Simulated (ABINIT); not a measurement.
# SiO2 (Cristobalite): G0W0 with ABINIT, start to end, part 2 of 3

Aim: the G0W0 gap of SiO2 (Cristobalite) on PBE, step by step.

ABINIT 10.8.3; PBE and many-body steps on it, plane waves. Known limits of the many-body steps: not at the basis limit; coarse k mesh.

So far. Step 2 (Ground state): The gap is direct, at Γ.

The database entry behind the starting cell lists a temperature of 340 K, so it need not match the best structure at ambient conditions.

**3. Bands along the symmetry lines**

Level of this step: DFT, PBE, plane waves, norm-conserving pseudopotentials (ABINIT).

Levels along a band path, at the cheap level, show where the edges lie and whether the meshes to come will hold them.

File run.abi:

```
acell 3*1.0 Angstrom
rprim 
  4.982000000000 0.000000000000 0.000000000000
  0.000000000000 4.982000000000 0.000000000000
  0.000000000000 0.000000000000 6.963000000000
ntypat 2
znucl 14 8
natom 12
typat 1 1 1 1 2 2 2 2 2 2 2 2
xred 
  0.298970000000 0.298970000000 -0.000000000000
  0.201030000000 0.798970000000 0.250000000000
  0.701030000000 0.701030000000 0.500000000000
  0.798970000000 0.201030000000 0.750000000000
  0.239890000000 0.103470000000 0.178130000000
  0.396530000000 0.739890000000 0.428130000000
  0.760110000000 0.896530000000 0.678130000000
  0.603470000000 0.260110000000 0.928130000000
  0.739890000000 0.396530000000 0.571870000000
  0.896530000000 0.760110000000 0.321870000000
  0.260110000000 0.603470000000 0.071870000000
  0.103470000000 0.239890000000 0.821870000000
pp_dirpath "pseudos"
pseudos "Si.upf, O.upf"
ecut 36
iscf -2
irdden 1
kptopt 0
nkpt 39
kpt 
  0.00000000 0.00000000 0.00000000
  0.00000000 0.12500000 0.00000000
  0.00000000 0.25000000 0.00000000
  0.00000000 0.37500000 0.00000000
  0.00000000 0.50000000 0.00000000
  0.12500000 0.50000000 0.00000000
  0.25000000 0.50000000 0.00000000
  0.37500000 0.50000000 0.00000000
  0.50000000 0.50000000 0.00000000
  0.37500000 0.37500000 0.00000000
  0.25000000 0.25000000 0.00000000
  0.12500000 0.12500000 0.00000000
  0.00000000 0.00000000 0.00000000
  0.00000000 0.00000000 0.12500000
  0.00000000 0.00000000 0.25000000
  0.00000000 0.00000000 0.37500000
  0.00000000 0.00000000 0.50000000
  0.00000000 0.12500000 0.50000000
  0.00000000 0.25000000 0.50000000
  0.00000000 0.37500000 0.50000000
  0.00000000 0.50000000 0.50000000
  0.12500000 0.50000000 0.50000000
  0.25000000 0.50000000 0.50000000
  0.37500000 0.50000000 0.50000000
  0.50000000 0.50000000 0.50000000
  0.37500000 0.37500000 0.50000000
  0.25000000 0.25000000 0.50000000
  0.12500000 0.12500000 0.50000000
  0.00000000 0.00000000 0.50000000
  0.00000000 0.50000000 0.00000000
  0.00000000 0.50000000 0.12500000
  0.00000000 0.50000000 0.25000000
  0.00000000 0.50000000 0.37500000
  0.00000000 0.50000000 0.50000000
  0.50000000 0.50000000 0.00000000
  0.50000000 0.50000000 0.12500000
  0.50000000 0.50000000 0.25000000
  0.50000000 0.50000000 0.37500000
  0.50000000 0.50000000 0.50000000
istwfk *1
nband 47
nbdbuf 10
tolwfr 1e-07
nstep 50
prtwf 0
prtvol 0
indata_prefix "in"
outdata_prefix "out"
tmpdata_prefix "tmp"
```

Command:

```sh
$ OMP_NUM_THREADS=1 mpirun -n 4 abinit run.abi > log
```

Numbers of over 12 decimals in the logs are rounded to 6 here.

Output:

```text
.Version 10.8.3 of ABINIT. v10.8.2 released Aug 2026.

 Symmetries : space group P4_1 2_1 2 (# 92); Bravais tP (primitive tetrag.)
[... echo of the input left out ...]
== DATASET  1 ==================================================================
-   mpi_nproc: 4, omp_nthreads: 1 (-1 if OMP is not activated)

--- !DatasetInfo
iteration_state: {dtset: 1, }
dimensions: {natom: 12, nkpt: 39, mband: 47, nsppol: 1, nspinor: 1, nspden: 1, mpw: 12066, }
cutoff_energies: {ecut:  36.0, pawecutdg:  -1.0, }
electrons: {nelect:   6.40000000E+01, charge:   0.00000000E+00, occopt:   1.00000000E+00, tsmear:   1.00000000E-02, }

 Real(R)+Recip(G) space primitive vectors, cartesian coordinates (Bohr,Bohr^-1):
 R(1)=  9.4146156  0.0000000  0.0000000  G(1)=  0.1062178  0.0000000  0.0000000
 R(2)=  0.0000000  9.4146156  0.0000000  G(2)=  0.0000000  0.1062178  0.0000000
 R(3)=  0.0000000  0.0000000 13.1581630  G(3)=  0.0000000  0.0000000  0.0759985
 Unit cell volume ucvol=  1.1662736E+03 bohr^3
 Angles (23,13,12)=  9.00000000E+01  9.00000000E+01  9.00000000E+01 degrees

 getcut: wavevector=  0.0000  0.0000  0.0000  ngfft=  54  54  72
         ecut(hartree)=     36.000   => boxcut(ratio)=   2.02591

--- Pseudopotential description ------------------------------------------------
- Si Generated using ONCVPSP code by D. R. Hamann
- 14.00000   4.00000  171031                  znucl, zion, pspdat
12 -101130 2 -1 1510                          pspcod,pspxc,lmax,lloc,mmax
     nproj     2     2     2
  pspatm : epsatm=    9.34321561
         --- l  ekb(1:nproj) -->
             0    5.168965    0.829883
             1    2.571282    0.578307
             2   -2.427311   -0.488097
 pspatm: atomic psp has been read  and splines computed

- O Generated using ONCVPSP code by D. R. Hamann
-  8.00000   6.00000  171031                  znucl, zion, pspdat
12 -101130 2 -1 936                           pspcod,pspxc,lmax,lloc,mmax
     nproj     2     2     1
  pspatm : epsatm=    6.19545534
         --- l  ekb(1:nproj) -->
[...]
2   -1.331955
 pspatm: atomic psp has been read  and splines computed

--------------------------------------------------------------------------------

================================================================================
 prteigrs : about to open file out_EIG
 Non-SCF case, kpt    1 (  0.00000  0.00000  0.00000), residuals and eigenvalues=
  3.64E-08  1.51E-08  2.28E-08  1.56E-08  8.12E-08  2.09E-08  1.54E-08  5.97E-08
  5.02E-08  3.20E-08  2.70E-08  4.45E-08  2.68E-08  5.97E-08  3.63E-08  4.80E-08
  9.22E-08  2.17E-08  4.92E-08  5.19E-08  7.92E-08  2.89E-08  7.98E-08  4.68E-08
[...]
7.12E-07  3.77E-06  2.22E-05  2.83E-05  1.73E-04  1.30E-05  3.52E-04
 -7.3918E-01 -7.0592E-01 -7.0592E-01 -6.6274E-01 -6.6084E-01 -6.6072E-01
 -6.6024E-01 -6.6024E-01 -3.7632E-01 -2.9860E-01 -2.9860E-01 -2.3991E-01
[...]
--- !ResultsGS
iteration_state: {dtset: 1, }
comment   : Summary of ground state results
lattice_vectors:
- [  9.4146156,   0.0000000,   0.0000000, ]
- [  0.0000000,   9.4146156,   0.0000000, ]
- [  0.0000000,   0.0000000,  13.1581630, ]
lattice_lengths: [   9.41462,    9.41462,   13.15816, ]
lattice_angles: [ 90.000,  90.000,  90.000, ] # degrees, (23, 13, 12)
lattice_volume:   1.1662736E+03
convergence: {deltae:  0.000E+00, res2:  0.000E+00, residm:  9.989E-08, diffor:  0.000E+00, }
etotal    :  -1.49810275E+02
entropy   :   0.00000000E+00
fermie    :  -2.55725752E-02
cartesian_stress_tensor: null
pressure_GPa: null
xred      :
- [  2.9897E-01,   2.9897E-01,   0.0000E+00, Si]
- [  2.0103E-01,   7.9897E-01,   2.5000E-01, Si]
- [  7.0103E-01,   7.0103E-01,   5.0000E-01, Si]
- [  7.9897E-01,   2.0103E-01,   7.5000E-01, Si]
- [  2.3989E-01,   1.0347E-01,   1.7813E-01,  O]
- [  3.9653E-01,   7.3989E-01,   4.2813E-01,  O]
- [  7.6011E-01,   8.9653E-01,   6.7813E-01,  O]
[...]
- [  2.6011E-01,   6.0347E-01,   7.1870E-02,  O]
- [  1.0347E-01,   2.3989E-01,   8.2187E-01,  O]
cartesian_forces: null
force_length_stats: {min: null, max: null, mean: null, }

 Integrated electronic density in atomic spheres:
 ------------------------------------------------
 Atom  Sphere_radius  Integrated_density
[...]
================================================================================

 ----iterations are completed or convergence reached----

 Mean square residual over all n,k,spin=   49.165E-09; max=  99.887E-09
 reduced coordinates (array xred) for   12 atoms
[...]
0.260110000000      0.603470000000      0.071870000000
       0.103470000000      0.239890000000      0.821870000000

 cartesian coordinates (angstrom) at end:
    1      1.489469     1.489469     0.000000
    2      1.001531     3.980469     1.740750
    3      3.492531     3.492531     3.481500
[...]
11      1.295868     3.006488     0.500431
   12      0.515488     1.195132     5.722681
 length scales=  1.889726125908  1.889726125908  1.889726125908 bohr
              =  1.000000000000  1.000000000000  1.000000000000 angstroms
 prteigrs : about to open file out_EIG
 Eigenvalues (hartree) for nkpt=  39  k points:
 kpt#   1, nband= 47, wtk=  1.00000, kpt=  0.0000  0.0000  0.0000 (reduced coord)
[...]
kpt#   2, nband= 47, wtk=  1.00000, kpt=  0.0000  0.1250  0.0000 (reduced coord)
[...]
kpt#   3, nband= 47, wtk=  1.00000, kpt=  0.0000  0.2500  0.0000 (reduced coord)
[...]
kpt#  38, nband= 47, wtk=  1.00000, kpt=  0.5000  0.5000  0.3750 (reduced coord)
[...]
0.35697    0.35697    0.36766    0.36766    0.44490    0.44812    0.45136
 kpt#  39, nband= 47, wtk=  1.00000, kpt=  0.5000  0.5000  0.5000 (reduced coord)
[...]
-0.07527   -0.07527   -0.07527   -0.07527   -0.04888   -0.04888   -0.04888   -0.04888
   0.31652    0.31652    0.31652    0.31652    0.33786    0.33786    0.33786    0.33786
   0.35972    0.35972    0.35972    0.35972    0.45158    0.45214    0.45665

== END DATASET(S) ==============================================================
================================================================================

 -outvars: echo values of variables after computation  --------
            nband          47
             nkpt          39
          spgroup          92
 [... the other variables as echoed above ...]

 Calculation completed.
```

Run time: 2 min. Hardware: 4 MPI ranks of Arm Neoverse V1, shared host; peak memory 0.68 GiB.

This step gave:

```
gap                        : 5.801 eV
k of the valence top       : 0, 0, 0
k of the conduction bottom : 0, 0, 0
least direct gap           : 5.801 eV
```

The gap is 5.801 eV, as in the run before at this level.

Electronic bands along the path, in eV, zero at the top of the highest filled band:

```csv
point,band 29,band 30,band 31,band 32,band 33,band 34,band 35,band 36
Γ,-0.66,-0.27,-0.27,0.00,5.80,8.90,8.90,9.30
halfway,-0.72,-0.47,-0.33,-0.18,6.42,9.03,9.09,9.30
X,-0.65,-0.65,-0.47,-0.47,7.83,7.83,9.34,9.34
halfway,-0.65,-0.65,-0.56,-0.56,8.20,8.20,9.17,9.17
M,-0.60,-0.60,-0.55,-0.55,8.79,8.79,8.93,8.93
halfway,-0.86,-0.57,-0.48,-0.29,6.98,8.92,9.19,9.37
Γ,-0.66,-0.27,-0.27,0.00,5.80,8.90,8.90,9.30
halfway,-0.61,-0.46,-0.30,-0.11,6.14,8.13,9.11,9.45
Z,-0.51,-0.51,-0.39,-0.39,7.03,7.03,9.53,9.53
halfway,-0.75,-0.75,-0.25,-0.25,7.44,7.44,9.40,9.40
R,-0.94,-0.94,-0.17,-0.17,8.17,8.17,8.99,8.99
halfway,-0.91,-0.91,-0.29,-0.29,8.57,8.57,9.15,9.15
A,-0.63,-0.63,-0.63,-0.63,9.31,9.31,9.31,9.31
halfway,-0.80,-0.80,-0.28,-0.28,7.85,7.85,9.54,9.54
Z,-0.51,-0.51,-0.39,-0.39,7.03,7.03,9.53,9.53
jump to X,-0.65,-0.65,-0.47,-0.47,7.83,7.83,9.34,9.34
halfway,-0.85,-0.85,-0.27,-0.27,7.97,7.97,9.22,9.22
R,-0.94,-0.94,-0.17,-0.17,8.17,8.17,8.99,8.99
jump to M,-0.60,-0.60,-0.55,-0.55,8.79,8.79,8.93,8.93
halfway,-0.63,-0.63,-0.58,-0.58,8.96,8.96,9.10,9.10
A,-0.63,-0.63,-0.63,-0.63,9.31,9.31,9.31,9.31
```

**4. Empty states on the mesh, 2×2×2 mesh, 358 bands**

The sums over transitions need many empty states on a uniform mesh; this step solves for them.

File run.abi:

```
acell 3*1.0 Angstrom
rprim 
  4.982000000000 0.000000000000 0.000000000000
  0.000000000000 4.982000000000 0.000000000000
  0.000000000000 0.000000000000 6.963000000000
ntypat 2
znucl 14 8
natom 12
typat 1 1 1 1 2 2 2 2 2 2 2 2
xred 
  0.298970000000 0.298970000000 -0.000000000000
  0.201030000000 0.798970000000 0.250000000000
  0.701030000000 0.701030000000 0.500000000000
  0.798970000000 0.201030000000 0.750000000000
  0.239890000000 0.103470000000 0.178130000000
  0.396530000000 0.739890000000 0.428130000000
  0.760110000000 0.896530000000 0.678130000000
  0.603470000000 0.260110000000 0.928130000000
  0.739890000000 0.396530000000 0.571870000000
  0.896530000000 0.760110000000 0.321870000000
  0.260110000000 0.603470000000 0.071870000000
  0.103470000000 0.239890000000 0.821870000000
pp_dirpath "pseudos"
pseudos "Si.upf, O.upf"
ecut 36
ngkpt 2 2 2
nshiftk 1
shiftk 0 0 0
kptopt 1
chksymbreak 0
iscf -2
irdden 1
istwfk *1
nband 358
nbdbuf 32
tolwfr 1e-09
nstep 60
prtvol 0
indata_prefix "in"
outdata_prefix "out"
tmpdata_prefix "tmp"
```

Output:

```text
.Version 10.8.3 of ABINIT. v10.8.2 released Aug 2026.

 Symmetries : space group P4_1 2_1 2 (# 92); Bravais tP (primitive tetrag.)
[... echo of the input left out ...]
== DATASET  1 ==================================================================
-   mpi_nproc: 4, omp_nthreads: 1 (-1 if OMP is not activated)

--- !DatasetInfo
iteration_state: {dtset: 1, }
dimensions: {natom: 12, nkpt: 6, mband: 358, nsppol: 1, nspinor: 1, nspden: 1, mpw: 12056, }
cutoff_energies: {ecut:  36.0, pawecutdg:  -1.0, }
electrons: {nelect:   6.40000000E+01, charge:   0.00000000E+00, occopt:   1.00000000E+00, tsmear:   1.00000000E-02, }

 Real(R)+Recip(G) space primitive vectors, cartesian coordinates (Bohr,Bohr^-1):
 R(1)=  9.4146156  0.0000000  0.0000000  G(1)=  0.1062178  0.0000000  0.0000000
 R(2)=  0.0000000  9.4146156  0.0000000  G(2)=  0.0000000  0.1062178  0.0000000
 R(3)=  0.0000000  0.0000000 13.1581630  G(3)=  0.0000000  0.0000000  0.0759985
 Unit cell volume ucvol=  1.1662736E+03 bohr^3
 Angles (23,13,12)=  9.00000000E+01  9.00000000E+01  9.00000000E+01 degrees

 getcut: wavevector=  0.0000  0.0000  0.0000  ngfft=  54  54  72
         ecut(hartree)=     36.000   => boxcut(ratio)=   2.02591

--- Pseudopotential description ------------------------------------------------
- Si Generated using ONCVPSP code by D. R. Hamann
- 14.00000   4.00000  171031                  znucl, zion, pspdat
12 -101130 2 -1 1510                          pspcod,pspxc,lmax,lloc,mmax
     nproj     2     2     2
  pspatm : epsatm=    9.34321561
         --- l  ekb(1:nproj) -->
             0    5.168965    0.829883
             1    2.571282    0.578307
             2   -2.427311   -0.488097
 pspatm: atomic psp has been read  and splines computed

- O Generated using ONCVPSP code by D. R. Hamann
-  8.00000   6.00000  171031                  znucl, zion, pspdat
12 -101130 2 -1 936                           pspcod,pspxc,lmax,lloc,mmax
     nproj     2     2     1
  pspatm : epsatm=    6.19545534
         --- l  ekb(1:nproj) -->
[...]
2   -1.331955
 pspatm: atomic psp has been read  and splines computed

--------------------------------------------------------------------------------

================================================================================
 prteigrs : about to open file out_EIG
 Non-SCF case, kpt    1 (  0.00000  0.00000  0.00000), residuals and eigenvalues=
  3.74E-11  3.90E-11  8.89E-10  5.20E-11  4.13E-11  3.31E-11  4.63E-11  6.74E-11
  8.80E-11  9.82E-11  1.10E-10  8.97E-11  9.66E-11  1.17E-10  1.52E-10  1.23E-10
  9.81E-11  8.56E-11  1.04E-10  9.98E-11  9.50E-11  9.93E-11  7.69E-11  9.12E-11
[...]
9.05E-05  3.01E-04  1.21E-04  2.58E-04  9.46E-04  1.22E-04
 -7.3918E-01 -7.0593E-01 -7.0593E-01 -6.6274E-01 -6.6084E-01 -6.6072E-01
 -6.6024E-01 -6.6024E-01 -3.7632E-01 -2.9860E-01 -2.9860E-01 -2.3991E-01
[...]
3.0080E+00  3.0324E+00  3.0361E+00  3.0362E+00  3.0649E+00  3.0666E+00
  3.0763E+00  3.0789E+00  3.0839E+00  3.0912E+00
 prteigrs : prtvol=0 or 1, do not print more k-points.

--- !ResultsGS
iteration_state: {dtset: 1, }
comment   : Summary of ground state results
lattice_vectors:
- [  9.4146156,   0.0000000,   0.0000000, ]
- [  0.0000000,   9.4146156,   0.0000000, ]
- [  0.0000000,   0.0000000,  13.1581630, ]
lattice_lengths: [   9.41462,    9.41462,   13.15816, ]
lattice_angles: [ 90.000,  90.000,  90.000, ] # degrees, (23, 13, 12)
lattice_volume:   1.1662736E+03
convergence: {deltae:  0.000E+00, res2:  0.000E+00, residm:  9.963E-10, diffor:  0.000E+00, }
etotal    :  -1.49810275E+02
entropy   :   0.00000000E+00
fermie    :  -2.55725752E-02
cartesian_stress_tensor: null
pressure_GPa: null
xred      :
- [  2.9897E-01,   2.9897E-01,   0.0000E+00, Si]
- [  2.0103E-01,   7.9897E-01,   2.5000E-01, Si]
- [  7.0103E-01,   7.0103E-01,   5.0000E-01, Si]
- [  7.9897E-01,   2.0103E-01,   7.5000E-01, Si]
- [  2.3989E-01,   1.0347E-01,   1.7813E-01,  O]
- [  3.9653E-01,   7.3989E-01,   4.2813E-01,  O]
- [  7.6011E-01,   8.9653E-01,   6.7813E-01,  O]
[...]
- [  2.6011E-01,   6.0347E-01,   7.1870E-02,  O]
- [  1.0347E-01,   2.3989E-01,   8.2187E-01,  O]
cartesian_forces: null
force_length_stats: {min: null, max: null, mean: null, }

 Integrated electronic density in atomic spheres:
 ------------------------------------------------
 Atom  Sphere_radius  Integrated_density
[...]
================================================================================

 ----iterations are completed or convergence reached----

 Mean square residual over all n,k,spin=   38.698E-11; max=  99.627E-11
 reduced coordinates (array xred) for   12 atoms
[...]
0.260110000000      0.603470000000      0.071870000000
       0.103470000000      0.239890000000      0.821870000000

 cartesian coordinates (angstrom) at end:
    1      1.489469     1.489469     0.000000
    2      1.001531     3.980469     1.740750
[...]
11      1.295868     3.006488     0.500431
   12      0.515488     1.195132     5.722681
 length scales=  1.889726125908  1.889726125908  1.889726125908 bohr
              =  1.000000000000  1.000000000000  1.000000000000 angstroms
 prteigrs : about to open file out_EIG
 Eigenvalues (hartree) for nkpt=   6  k points:
 kpt#   1, nband=358, wtk=  0.12500, kpt=  0.0000  0.0000  0.0000 (reduced coord)
[...]
2.94215    2.94215    2.95002    2.95002    2.95130    2.95160    2.97221    2.97221
   2.98347    2.98841    3.00735    3.00736    3.00803    3.03238    3.03612    3.03615
   3.06488    3.06662    3.07630    3.07890    3.08395    3.09124
 prteigrs : prtvol=0 or 1, do not print more k-points.

== END DATASET(S) ==============================================================
================================================================================

 -outvars: echo values of variables after computation  --------
            nband         358
             nkpt           6
          spgroup          92
 [... the other variables as echoed above ...]

 Calculation completed.
```

Elapsed: 9.8 min, on 4 MPI ranks; peak memory 0.78 GiB; 39 min of CPU time.

Numbers from this step:

| Item | Value |
| --- | --- |
| gap | 5.801 eV |
| k of the valence top | 0, 0, 0 |
| k of the conduction bottom | 0, 0, 0 |
| least direct gap | 5.801 eV |
| k points computed | 6 |
| lowest point of the top converged band, above the valence top | 78.5187 eV |

On this mesh the gap is 5.801 eV.

(Part 2 of 3 ends here.)

[Paths, hosts, dates, memory and timing lines, banners, echoed tables and standing remarks are left out of the program output.]

[Logs are printed without paths, hosts, clocks, repeated set-up lines and the standing remarks that a program may print on its own settings, such as how far it seeks lower states.]

[Runs of the session that timed out or met a known fault of the program may be left out.]

[Hosts, paths, dates, database ids (printed as entryN), source tags and the programs' standing remarks are cut or masked in the printed files.]

[G0W0 gaps are taken among the corrected bands and points alone; a level outside them can change the order at an edge.]

[Where Ansatz stands beside ABINIT at settings called matched, ABINIT's density can come from a denser mesh and the files from another edition; pairs whose starting gaps differed by over 0.03 eV were left out, so agreement reads better than it is.]
